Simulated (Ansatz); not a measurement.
## MgPdS3: relaxing a made-up structure

Starting from a made-up structure for MgPdS3, the aim is the relaxed cell, its shortest contacts and, where a second run follows, its electronic structure.

Method: DFT, r2SCAN, plane-wave PAW, files of the set soft_1, scalar-relativistic, no spin, cell and ions relaxed at zero pressure; PAW set soft_1, in Ansatz 0.2.0.

### Step 1. The structure

The structure is cubic, space group Pm-3m (No. 221). Conventional cell: a = 4.381 Å, b = 4.381 Å, c = 4.381 Å, α = 90.00°, β = 90.00°, γ = 90.00°. Pd has 6 S at 2.19 Å nearest. Nearest to S lie 2 Pd at 2.19 Å and 4 Mg at 3.10 Å. Mg has 12 S at 3.10 Å nearest. Farther neighbours and most contacts between anions are not listed.

Structure file:

```cif
data_structure
_symmetry_space_group_name_H-M 'Pm-3m'
_symmetry_Int_Tables_number 221
_cell_length_a 4.3810
_cell_length_b 4.3810
_cell_length_c 4.3810
_cell_angle_alpha 90.000
_cell_angle_beta 90.000
_cell_angle_gamma 90.000
_cell_volume 84.09
loop_
_atom_site_label
_atom_site_type_symbol
_atom_site_symmetry_multiplicity
_atom_site_Wyckoff_symbol
_atom_site_fract_x
_atom_site_fract_y
_atom_site_fract_z
_atom_site_occupancy
Pd1 Pd 1 b 0.50000 0.50000 0.50000 1
S1 S 3 c 0.50000 0.00000 0.50000 1
Mg1 Mg 1 a 0.00000 0.00000 0.00000 1
```

### Step 2. Relaxation of the guess

The guessed cell has no reason to be at equilibrium. It is relaxed with the atoms, within the space group of the guess.

input.yaml reads:

```yaml
crystal:
  lattice:
    - [4.381, 0.0, 0.0]
    - [0.0, 4.381, 0.0]
    - [0.0, 0.0, 4.381]
  atoms:
    - { symbol: Pd, position: [0.5, 0.5, 0.5] }
    - { symbol: S, position: [0.5, 0.0, 0.5] }
    - { symbol: S, position: [0.0, 0.5, 0.5] }
    - { symbol: S, position: [0.5, 0.5, 0.0] }
    - { symbol: Mg, position: [0.0, 0.0, 0.0] }
kpoints:
  mp_grid: { grid: [6, 6, 6] }
scf:
  occupations: { method: fermi_dirac, width: 0.05 }
hamiltonian:
  xc: r2scan
  pseudopotentials: { kind: paw, azcp: { folder: soft_1 } }
relax:
  f_tol: 0.015
  max_steps: 70
  cell: {}
output:
  forces: true
  stress: true
```

Run with:

```sh
> ansatz run input.yaml --threads 4 --pin off --max-ram 8192MiB --backend cpu --events-out ev --progress --plain --runs-dir out
```

Numbers of over 12 decimals in the logs are rounded to 6 here.

Output:

```text
Engine: ansatz 0.2.0, aarch64-unknown-linux-gnu
Pseudopotentials: kind: paw
Pseudopotential: Pd, paw, valence charge 18, recommended cutoff 500 eV (meta_gga), soft_1/Pd.paw.azcp
Pseudopotential: S, paw, valence charge 6, recommended cutoff 500 eV (meta_gga), soft_1/S.paw.azcp
Pseudopotential: Mg, paw, valence charge 10, recommended cutoff 500 eV (meta_gga), soft_1/Mg.paw.azcp
Functional definition: r2SCAN
  parameter k0 = 0.174
  parameter k1 = 0.065
  parameter a1 = 4.9479
  exchange = r2scan_x(k0 = k0, k1 = k1, a1 = a1)
  correlation = r2scan_c
Crystal: 5 atoms, lattice volume = 84.085 Å³
Basis set: ecut = 500 eV, 2103 PW (Γ), exchange–correlation on 128×128×128 points (64 copies of the dense FFT grid, shifted against one another)
Bands: 28, of which v1, the nominal top of the filled ones, is band 23 counted from 1 (22 counted from 0)
Symmetry: 48 space group operations
Space group: Pm-3m (ITA 221), of the structure as read, at distance tolerance 4.4e-5 Å
k-points: 20 of 216
Non-local potential: Pd, projectors of the file, l = 0: 2, l = 1: 2, l = 2: 2, l = 3: 1
Non-local potential: S, projectors of the file, l = 0: 2, l = 1: 2, l = 2: 1
Non-local potential: Mg, projectors of the file, l = 0: 3, l = 1: 2, l = 2: 1
PAW form: soft (Blöchl's): semilocal exchange-correlation on the pseudo side does not see the compensation charge
PAW frozen core: Pd, regenerated for the run's functional (the file was generated under x = pbe(κ = 0.804, μ = 0.219515), c = pbe(β = 0.066725))
PAW frozen core: S, regenerated for the run's functional (the file was generated under x = pbe(κ = 0.804, μ = 0.219515), c = pbe(β = 0.066725))
PAW frozen core: Mg, regenerated for the run's functional (the file was generated under x = pbe(κ = 0.804, μ = 0.219515), c = pbe(β = 0.066725))
PAW one-centre angular grid: Pd, 590 points (default); XC on 160 Gauss nodes
PAW one-centre angular grid: S, 302 points (default); XC on 160 Gauss nodes
PAW one-centre angular grid: Mg, 302 points (default); XC on 224 Gauss nodes
Initial density: superposition of atomic densities (chi_scale 0.1, normalization cell, long waves kept (reshape's long-wave potential 0.01 eV rms))
Initial wavefunctions: pseudopotential atomic-orbital guess
Functional: x = r2scan, c = r2scan; τ floored in thin density (d = 2e-4 eV/Å³)
SCF iter   1: F=—  HF=-11632.867750 eV  |F-HF|=—  |Δ(HF+E_count)|=         —  Δρ=1.66e-1  dr2=3.71e1  dr2_τ=1.10e0  ethr=3.10e-3  ⟨swp⟩=7.0  Hψ=2687  notcnv=0
preconditioner: auto → Kerker (q_TF=auto, 2.467 Å⁻¹)  [metal: Δε(μ)=0.046 eV  Ē_g=9.202 eV  σ=0.050 eV  W_gap=0.22  n_scr=18 (ndim 8)  ℏωp=22.2 eV  f_vac=0.000  D(μ)=5.18/eV (n_scr^D=56)]
SCF iter   2: F=—  HF=-11628.250117 eV  |F-HF|=—  |Δ(HF+E_count)|=    4.62e0  Δρ=6.71e-2  dr2=2.59e0  dr2_τ=1.34e0  ethr=3.10e-3  ⟨swp⟩=4.3  Hψ=1702  notcnv=0
preconditioner: auto → Resta (q_TF=auto, 2.467 Å⁻¹)  ε∞=6.3  [insulator: Δε(μ)=0.223 eV  Ē_g=9.609 eV  σ=0.050 eV  W_gap=0.81  n_scr=18 (ndim 8)  ℏωp=22.2 eV  f_vac=0.000  D(μ)=0.89/eV (n_scr^D=0)  ε∞_Penn≈6.3]
SCF iter   3: F=—  HF=-11628.071285 eV  |F-HF|=—  |Δ(HF+E_count)|=   1.79e-1  Δρ=2.48e-2  dr2=2.64e-1  dr2_τ=1.80e-2  ethr=3.10e-3  ⟨swp⟩=2.6  Hψ=1297  notcnv=0
SCF iter   4: F=—  HF=-11628.167274 eV  |F-HF|=—  |Δ(HF+E_count)|=   9.60e-2  Δρ=6.05e-3  dr2=4.51e-2  dr2_τ=1.95e-3  ethr=5.74e-4  ⟨swp⟩=3.0  Hψ=1194  notcnv=0
SCF iter   5: F=—  HF=-11628.169638 eV  |F-HF|=—  |Δ(HF+E_count)|=   2.36e-3  Δρ=1.11e-3  dr2=1.42e-3  dr2_τ=3.92e-5  ethr=9.81e-5  ⟨swp⟩=2.5  Hψ=924  notcnv=0
SCF iter   6: F=—  HF=-11628.169787 eV  |F-HF|=—  |Δ(HF+E_count)|=   1.50e-4  Δρ=3.31e-4  dr2=1.40e-4  dr2_τ=5.63e-6  ethr=3.09e-6  ⟨swp⟩=2.2  Hψ=931  notcnv=0
SCF iter   7: F=—  HF=-11628.169781 eV  |F-HF|=—  |Δ(HF+E_count)|=   6.22e-6  Δρ=1.53e-4  dr2=3.34e-5  dr2_τ=1.33e-6  ethr=3.03e-7  ⟨swp⟩=2.1  Hψ=881  notcnv=0
SCF iter   8: F=—  HF=-11628.169780 eV  |F-HF|=—  |Δ(HF+E_count)|=   8.00e-7  Δρ=3.42e-5  dr2=2.08e-6  dr2_τ=4.85e-8  ethr=7.27e-8  ⟨swp⟩=2.4  Hψ=844  notcnv=0
SCF iter   9: F=—  HF=-11628.169780 eV  |F-HF|=—  |Δ(HF+E_count)|=   2.87e-7  Δρ=1.22e-5  dr2=2.84e-7  dr2_τ=6.74e-9  ethr=4.53e-9  ⟨swp⟩=2.1  Hψ=887  notcnv=0
SCF iter  10: F=-11628.169780 eV  HF=-11628.169780 eV  |F-HF|=5.57e-10  |Δ(HF+E_count)|=   5.99e-8  Δρ=1.51e-6  dr2=2.51e-9  dr2_τ=1.35e-10  ethr=2.17e-10  ⟨swp⟩=5.0  Hψ=2030  notcnv=0
SCF 1 converged in 10 iterations: F = -11628.169780 eV  dr2 = 2.51e-9
  greatest PAW one-centre occupation: 1.001 electrons in one spin orbital (limit 2), on the Pd atom at site 0 (counted from 0), in its partial waves of l = 0
relax step   1: F+E_penalty+E_count = -11628.16977982 eV  Δ(F+E_penalty+E_count) = +0.000e0 eV  max|allowed force component| = 8.309e-29 eV/Å  Δτ_max = 0.0000 Å  P = +26.803 GPa  Ω = 84.085 Å³  (10 SCF iters, dr2 threshold 1.00e-7 eV, accepted)
Crystal: 5 atoms, lattice volume = 96.992 Å³
Basis set: ecut = 500 eV, 2517 PW (Γ), exchange–correlation on 128×128×128 points (64 copies of the dense FFT grid, shifted against one another)
Initial density: handed on by an earlier stage of this run
Initial wavefunctions: those handed on with the density
iter 1 solved again at ethr=1.13e-3 eV; its pass at ethr=3.10e-3 eV (dr2=5.18e-1 eV) is discarded
SCF iter   1: F=—  HF=-11628.740739 eV  |F-HF|=—  |Δ(HF+E_count)|=         —  Δρ=1.74e-2  dr2=5.29e-1  dr2_τ=4.39e-1  ethr=1.13e-3  ⟨swp⟩=1.0  Hψ=3409  notcnv=0
preconditioner: auto → Resta (q_TF=auto, 2.409 Å⁻¹)  ε∞=6.6  [insulator: Δε(μ)=0.173 eV  Ē_g=8.751 eV  σ=0.050 eV  W_gap=0.70  n_scr=26 (ndim 8)  ℏωp=20.7 eV  f_vac=0.000  D(μ)=1.44/eV (n_scr^D=6)  ε∞_Penn≈6.6]
SCF iter   2: F=—  HF=-11629.393058 eV  |F-HF|=—  |Δ(HF+E_count)|=   6.52e-1  Δρ=1.06e-2  dr2=7.24e-2  dr2_τ=1.78e-2  ethr=1.13e-3  ⟨swp⟩=2.7  Hψ=1101  notcnv=0
SCF iter   3: F=—  HF=-11629.381596 eV  |F-HF|=—  |Δ(HF+E_count)|=   1.15e-2  Δρ=4.35e-3  dr2=2.31e-2  dr2_τ=6.11e-4  ethr=1.57e-4  ⟨swp⟩=2.5  Hψ=1111  notcnv=0  defer=1
SCF iter   4: F=—  HF=-11629.377395 eV  |F-HF|=—  |Δ(HF+E_count)|=   4.20e-3  Δρ=6.82e-4  dr2=7.02e-4  dr2_τ=5.62e-5  ethr=5.03e-5  ⟨swp⟩=2.0  Hψ=1052  notcnv=0  defer=1
SCF iter   5: F=—  HF=-11629.377331 eV  |F-HF|=—  |Δ(HF+E_count)|=   6.33e-5  Δρ=2.22e-4  dr2=9.39e-5  dr2_τ=4.64e-6  ethr=1.53e-6  ⟨swp⟩=2.1  Hψ=797  notcnv=0  defer=1
SCF iter   6: F=—  HF=-11629.377333 eV  |F-HF|=—  |Δ(HF+E_count)|=   1.37e-6  Δρ=5.79e-5  dr2=5.14e-6  dr2_τ=1.76e-7  ethr=2.04e-7  ⟨swp⟩=2.3  Hψ=851  notcnv=0  defer=1
SCF iter   7: F=-11629.377332 eV  HF=-11629.377332 eV  |F-HF|=1.01e-8  |Δ(HF+E_count)|=   2.24e-7  Δρ=1.10e-5  dr2=1.23e-7  dr2_τ=3.97e-9  ethr=1.09e-9  ⟨swp⟩=3.9  Hψ=2489  notcnv=0
SCF 2 converged in 7 iterations: F = -11629.377332 eV  dr2 = 1.23e-7
  greatest PAW one-centre occupation: 1.000 electrons in one spin orbital (limit 2), on the Pd atom at site 0 (counted from 0), in its partial waves of l = 0
relax step   2: F+E_penalty+E_count = -11629.37733242 eV  Δ(F+E_penalty+E_count) = -1.208e0 eV  max|allowed force component| = 1.407e-29 eV/Å  Δτ_max = 0.0000 Å  P = +5.776 GPa  Ω = 96.992 Å³  energy of the carried Pulay correction = -4.947e-3 eV  (7 SCF iters, dr2 threshold 5.00e-7 eV, accepted)
Crystal: 5 atoms, lattice volume = 101.255 Å³
Basis set: ecut = 500 eV, 2553 PW (Γ), exchange–correlation on 128×128×128 points (64 copies of the dense FFT grid, shifted against one another)
iter 1 solved again at ethr=9.23e-5 eV; its pass at ethr=3.10e-3 eV (dr2=4.24e-2 eV) is discarded
SCF iter   1: F=—  HF=-11629.406601 eV  |F-HF|=—  |Δ(HF+E_count)|=         —  Δρ=5.05e-3  dr2=4.57e-2  dr2_τ=3.46e-2  ethr=9.23e-5  ⟨swp⟩=1.1  Hψ=3033  notcnv=0
preconditioner: auto → Resta (q_TF=auto, 2.392 Å⁻¹)  ε∞=6.7  [insulator: Δε(μ)=0.161 eV  Ē_g=8.448 eV  σ=0.050 eV  W_gap=0.66  n_scr=26 (ndim 8)  ℏωp=20.2 eV  f_vac=0.000  D(μ)=1.64/eV (n_scr^D=6)  ε∞_Penn≈6.7]
SCF iter   2: F=—  HF=-11629.472034 eV  |F-HF|=—  |Δ(HF+E_count)|=   6.54e-2  Δρ=3.09e-3  dr2=6.57e-3  dr2_τ=1.65e-3  ethr=9.23e-5  ⟨swp⟩=2.0  Hψ=1080  notcnv=0
SCF iter   3: F=—  HF=-11629.471060 eV  |F-HF|=—  |Δ(HF+E_count)|=   9.74e-4  Δρ=1.17e-3  dr2=1.75e-3  dr2_τ=4.91e-5  ethr=1.43e-5  ⟨swp⟩=2.2  Hψ=946  notcnv=0
SCF iter   4: F=—  HF=-11629.470782 eV  |F-HF|=—  |Δ(HF+E_count)|=   2.79e-4  Δρ=2.15e-4  dr2=6.51e-5  dr2_τ=7.75e-6  ethr=3.80e-6  ⟨swp⟩=2.0  Hψ=1017  notcnv=0
SCF iter   5: F=—  HF=-11629.470772 eV  |F-HF|=—  |Δ(HF+E_count)|=   1.03e-5  Δρ=6.87e-5  dr2=8.97e-6  dr2_τ=2.65e-7  ethr=1.42e-7  ⟨swp⟩=2.0  Hψ=801  notcnv=0
SCF iter   6: F=-11629.470771 eV  HF=-11629.470771 eV  |F-HF|=9.88e-8  |Δ(HF+E_count)|=   2.54e-7  Δρ=1.68e-5  dr2=3.98e-7  dr2_τ=1.53e-8  ethr=1.09e-9  ⟨swp⟩=4.0  Hψ=2443  notcnv=0
SCF 3 converged in 6 iterations: F = -11629.470771 eV  dr2 = 3.98e-7
relax step   3: F+E_penalty+E_count = -11629.47077120 eV  Δ(F+E_penalty+E_count) = -9.344e-2 eV  max|allowed force component| = 1.711e-29 eV/Å  Δτ_max = 0.0000 Å  P = +1.524 GPa  Ω = 101.255 Å³  energy of the carried Pulay correction = -6.430e-3 eV  (6 SCF iters, dr2 threshold 5.00e-7 eV, accepted)
[...]
relax step   4: F+E_penalty+E_count = -11629.47858354 eV  Δ(F+E_penalty+E_count) = -7.812e-3 eV  max|allowed force component| = 1.191e-29 eV/Å  Δτ_max = 0.0000 Å  P = +0.150 GPa  Ω = 102.875 Å³  energy of the carried Pulay correction = -6.977e-3 eV  (6 SCF iters, dr2 threshold 5.00e-7 eV, accepted)
[...]
relax step   5: F+E_penalty+E_count = -11629.47860900 eV  Δ(F+E_penalty+E_count) = -2.546e-5 eV  max|allowed force component| = 2.723e-29 eV/Å  Δτ_max = 0.0000 Å  P = +0.001 GPa  Ω = 103.060 Å³  energy of the carried Pulay correction = -7.038e-3 eV  (5 SCF iters, dr2 threshold 5.66e-8 eV, accepted)
Basis set: ecut = 500 eV, 2601 PW (Γ), exchange–correlation on 144×144×144 points (64 copies of the dense FFT grid, shifted against one another)
Initial wavefunctions: pseudopotential atomic-orbital guess (no wavefunctions were taken with the density)
iter 1 solved again at ethr=2.57e-7 eV; its pass at ethr=3.10e-3 eV (dr2=1.18e-4 eV) is discarded
SCF iter   1: F=—  HF=-11629.484025 eV  |F-HF|=—  |Δ(HF+E_count)|=         —  Δρ=6.25e-4  dr2=3.28e-5  dr2_τ=1.22e-4  ethr=2.57e-7  ⟨swp⟩=3.6  Hψ=4262  notcnv=0
preconditioner: auto → Resta (q_TF=auto, 2.385 Å⁻¹)  ε∞=6.8  [insulator: Δε(μ)=0.156 eV  Ē_g=8.328 eV  σ=0.050 eV  W_gap=0.65  n_scr=26 (ndim 8)  ℏωp=20.0 eV  f_vac=0.000  D(μ)=1.77/eV (n_scr^D=6)  ε∞_Penn≈6.8]
SCF iter   2: F=—  HF=-11629.485711 eV  |F-HF|=—  |Δ(HF+E_count)|=   1.69e-3  Δρ=3.16e-4  dr2=1.10e-5  dr2_τ=4.16e-5  ethr=7.13e-8  ⟨swp⟩=2.0  Hψ=1022  notcnv=0
SCF iter   3: F=—  HF=-11629.486211 eV  |F-HF|=—  |Δ(HF+E_count)|=   5.00e-4  Δρ=9.23e-5  dr2=6.10e-6  dr2_τ=1.90e-6  ethr=2.40e-8  ⟨swp⟩=2.0  Hψ=1003  notcnv=0
SCF iter   4: F=—  HF=-11629.486221 eV  |F-HF|=—  |Δ(HF+E_count)|=   9.95e-6  Δρ=1.51e-5  dr2=1.26e-7  dr2_τ=3.77e-8  ethr=1.33e-8  ⟨swp⟩=2.1  Hψ=810  notcnv=0
SCF iter   5: F=—  HF=-11629.486223 eV  |F-HF|=—  |Δ(HF+E_count)|=   1.87e-6  Δρ=2.69e-6  dr2=1.34e-8  dr2_τ=1.55e-9  ethr=2.73e-10  ⟨swp⟩=2.0  Hψ=928  notcnv=0
SCF iter   6: F=—  HF=-11629.486223 eV  |F-HF|=—  |Δ(HF+E_count)|=   2.71e-9  Δρ=1.52e-6  dr2=2.05e-9  dr2_τ=2.76e-10  ethr=2.90e-11  ⟨swp⟩=2.0  Hψ=897  notcnv=0
SCF iter   7: F=—  HF=-11629.486223 eV  |F-HF|=—  |Δ(HF+E_count)|=   2.43e-9  Δρ=2.48e-7  dr2=1.17e-10  dr2_τ=1.06e-11  ethr=4.46e-12  ⟨swp⟩=3.1  Hψ=1046  notcnv=0
SCF iter   8: F=-11629.486223 eV  HF=-11629.486223 eV  |F-HF|=3.64e-12  |Δ(HF+E_count)|=  2.73e-11  Δρ=6.13e-8  dr2=5.21e-12  dr2_τ=5.04e-13  ethr=1.00e-12  ⟨swp⟩=5.0  Hψ=2013  notcnv=0
SCF 6 converged in 8 iterations: F = -11629.486223 eV  dr2 = 5.21e-12
relax step   6: F+E_penalty+E_count = -11629.48622327 eV  Δ(F+E_penalty+E_count) = -7.614e-3 eV  max|allowed force component| = 1.674e-29 eV/Å  Δτ_max = 0.0000 Å  P = +0.002 GPa  Ω = 103.060 Å³  stress off target by 1.95e-3 GPa  SCF on the basis re-selected at this cell (its energy is not comparable with the rows above)  (8 SCF iters)
basis re-selected at this cell: Δ(F+E_penalty+E_count) = -7.614e-3 eV, ΔP = +0.001 GPa vs the last step (what re-selecting the basis moved, of the pressure what is left beyond the Pulay correction that the steps carried, after the strain that the cell walked since its last selection, with what the two solves' SCF thresholds leave and, on support functions, any second-order correction that the steps lacked; it is no measure of the basis error at this ecutwfc). The dense FFT grid was sized anew with the basis: this SCF ran on 36×36×36 points, the steps before it on 32×32×32, so part of this shift can come from that change (see relax.cell in the input reference). [rest of the remark cut]
SCF converged after 8 iterations
Free energy (F): -11629.486223 eV
Harris-Foulkes:  -11629.486223 eV  (|F-HF|=3.64e-12)
Internal energy: -11629.469578 eV  (E = F + TS)
E sigma→0 (E₀):  -11629.477901 eV
Entropy (-TS):   -0.016646 eV (-3.329 meV/atom)
Fermi energy:    6.938223 eV
--- Per-component energies (eV) ---
  E_band       = -751.283565
  E_kinetic    = 832.020469
  E_local      = -5476.014441  (includes V_loc(G=0)·N_el)
  E_nonlocal   = 669.990994
  E_hartree    = 2112.070473
  E_xc         = -404.231696
  E_vxc        = -489.358066  (∫ρ·V_xc dr)
  E_paw        = -5990.467872  (= ΣΔE_a)
  E_vpaw       = -541.494895  (= ΣTr[D̂ρ^β])
  E_aug_tail   = 0.000130  (compensation charges beyond the density's cutoff)
  E_vtau       = 29.431362  (kinetic-family band-sum trace: ∫τ·v_τ [+ j·A + Jᵃ·Aᵃ] dr)
  E_ewald      = -3372.030042
  E_core_change = -0.807591  (= ΣΔE_core)
  E_smearing   = -0.016646  (= −TS)
  E_closure    = -0.000000  (closes the sum)
  Σ components = -11629.486223   (vs F -11629.486223, Δ=0.00e0)
--- Forces (eV/Å), atoms counted from 1 ---
  atom   1  Pd    -0.00000000    -0.00000000     0.00000000
  atom   2  S      0.00000000    -0.00000000     0.00000000
  atom   3  S     -0.00000000     0.00000000    -0.00000000
  atom   4  S      0.00000000    -0.00000000     0.00000000
  atom   5  Mg    -0.00000000    -0.00000000    -0.00000000
  max |Σ_I F_I| component: 2.15e-29 eV/Å
--- Stress (GPa, compression-positive) ---
        0.001952      -0.000000       0.000000
       -0.000000       0.001952       0.000000
        0.000000       0.000000       0.001952
  P = ⅓ Tr σ = 0.0020 GPa (0.020 kbar)
--- Relaxed structure (5 steps of the walk, 5 accepted, 1 SCFs on fresh bases) ---
  F+E_penalty+E_count = -11629.48622327 eV   max|allowed force component| = 1.674e-29 eV/Å   (the final SCF, on the basis selected at the relaxed cell)
  cell:  # Å, volume = 103.0601 Å³
    - [4.688460, 0, 0]
    - [0, 4.688460, 0]
    - [0, 0, 4.688460]
  atoms:
    - { symbol: Pd, position: [0.5, 0.5, 0.5] }
    - { symbol: S, position: [0.5, 0, 0.5] }
    - { symbol: S, position: [0, 0.5, 0.5] }
    - { symbol: S, position: [0.5, 0.5, 0] }
    - { symbol: Mg, position: [0, 0, 0] }
```

Run time: 9.9 s. Hardware: 4 threads of Arm Neoverse V2, shared host; peak memory 0.6 GiB; 36 s of CPU time.

Step by step:

```
step  energy less that of the first step (eV)  largest force component (eV/Å)  pressure (GPa)  volume (Å³)
   1                                   0.0000                          0.0000           26.80        84.09
   2                                  -1.2076                          0.0000            5.78        96.99
   3                                  -1.3010                          0.0000            1.52       101.26
   4                                  -1.3088                          0.0000            0.15       102.87
   5                                  -1.3088                          0.0000            0.00       103.06
  6*                                  -1.3164                          0.0000            0.00       103.06
```

Relaxation steps marked * repeat the geometry before them on a plane-wave basis chosen anew for their cell, so energy and pressure can jump there.

The run keeps the 48 symmetry operations that it works with, so distortions that break them were not tested.

```
conventional cell, symmetrised  before  after   change
                         a (Å)   4.381  4.688   +7.0 %
                         b (Å)   4.381  4.688   +7.0 %
                         c (Å)   4.381  4.688   +7.0 %
              volume (Å³/atom)   16.82  20.61  +22.6 %
```

The relaxed structure:

```xyz
5
Lattice="4.6885 0.0000 0.0000 0.0000 4.6885 0.0000 0.0000 0.0000 4.6885" Properties=species:S:1:pos:R:3 pbc="T T T"
Pd    2.3442    2.3442    2.3442
S     2.3442    0.0000    2.3442
S     0.0000    2.3442    2.3442
S     2.3442    2.3442    0.0000
Mg    0.0000    0.0000    0.0000
```

This step gave:

```
free energy             : -11629.4862 eV
energy at zero smearing : -11629.4779 eV
smearing term TS        : 0.01665 eV
Fermi energy            : 6.938 eV
electrons               : 46
symmetry operations     : 48
pressure                : 0.001952 GPa
```

The shortest distance of each pair, which need not be the same contact before and after:

```
 pair  guess (Å)  relaxed (Å)
 Pd–S      2.191        2.344
  S–S      3.098        3.315
 Mg–S      3.098        3.315
Mg–Pd      3.794        4.060
Pd–Pd      4.381        4.688
```

The relaxation ends with a pressure of 0.00 GPa.

### Step 3. Results

```
space group, relaxed : Pm-3m
conventional cell    : a = 4.688, b = 4.688, c = 4.688 Å; α = 90.0°, β = 90.0°, γ = 90.0°
volume per atom      : 20.61 Å³ (guess 16.82)
```

In words: MgPdS3 relaxes to Pm-3m with a = 4.688, b = 4.688 and c = 4.688 Å. The guessed volume was 18 % too small. The space group Pm-3m was held in the relaxation, so the end point is a stationary structure within it and may be a saddle against distortions or other arrangements. Mesh and cutoff weren't tested. No dispersion term is used, so weakly bound directions may come out too long. The runs have no spin, and magnetism wasn't tested. Nothing here tests whether the compound is stable against decomposition.

[Logs are printed without paths, hosts, clocks, repeated set-up lines and the standing remarks that a program may print on its own settings, such as how far it seeks lower states.]

[Hosts, paths, dates, database ids (printed as entryN), source tags and the programs' standing remarks are cut or masked in the printed files.]
